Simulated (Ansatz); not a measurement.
In doubt: one-shot GW on d or f shells is unsure, so the values of those runs are not to be relied on.

CsAuBr3 (I4/mmm), computed twice by G0W0.

```
Cs Au Br
1.0
    -3.87960    3.87960    5.65395
     3.87960   -3.87960    5.65395
     3.87960    3.87960   -5.65395
Cs Au Br
2 2 6
Direct
  0.75000 0.25000 0.50000
  0.25000 0.75000 0.50000
  0.00000 0.00000 0.00000
  0.50000 0.50000 0.00000
  0.22200 0.22200 0.44400
  0.22200 0.77800 0.00000
  0.77800 0.77800 0.55600
  0.77800 0.22200 0.00000
  0.71220 0.71220 0.00000
  0.28780 0.28780 0.00000
```

The cell and positions come from the Crystallography Open Database and are kept as given unless a step says otherwise. Spin-orbit coupling is left out unless a run names it.

The first (Ansatz 0.2.0; start LDA, 4×4×4 mesh, 1564 empty bands, screening to 160 eV, hard PAW files; 1 × NVIDIA GB200 (shared by 2 runs) with 16 threads of Arm Neoverse V2, shared host) gave, on its mesh: starting gap 0.90 eV, G0W0 gap 1.63 eV, RPA ε∞ (mean) 9.11, 3.1 min.

The second gave: starting gap 0.90 eV, G0W0 gap 1.61 eV, RPA ε∞ (mean) 9.11, 8.4 min.

**Question.** What was changed in the input? Choose among start, files, mesh, bands and cutoff, frequency model or another key.

Changed: empty bands from 1564 to 2873 and screening cutoff (eV) from 160.0 to 240.0. The starting gap stayed, which rules out the functional and points to the GW step. Other changes could give like numbers; this is the one that was made.

Limits: not at the basis limit; d shell near the gap, gap tends to lie low; no spin-orbit coupling.

[Paths, hosts, dates, memory and timing lines, banners, echoed tables and standing remarks are left out of the program output.]

[Logs are printed without paths, hosts, clocks, repeated set-up lines and the standing remarks that a program may print on its own settings, such as how far it seeks lower states.]

[Runs of the session that timed out or met a known fault of the program may be left out.]

[Cells called generated may have been cut or substituted from an entry of the Crystallography Open Database or the Materials Project.]

[Hosts, paths, dates, database ids (printed as entryN), source tags and the programs' standing remarks are cut or masked in the printed files.]
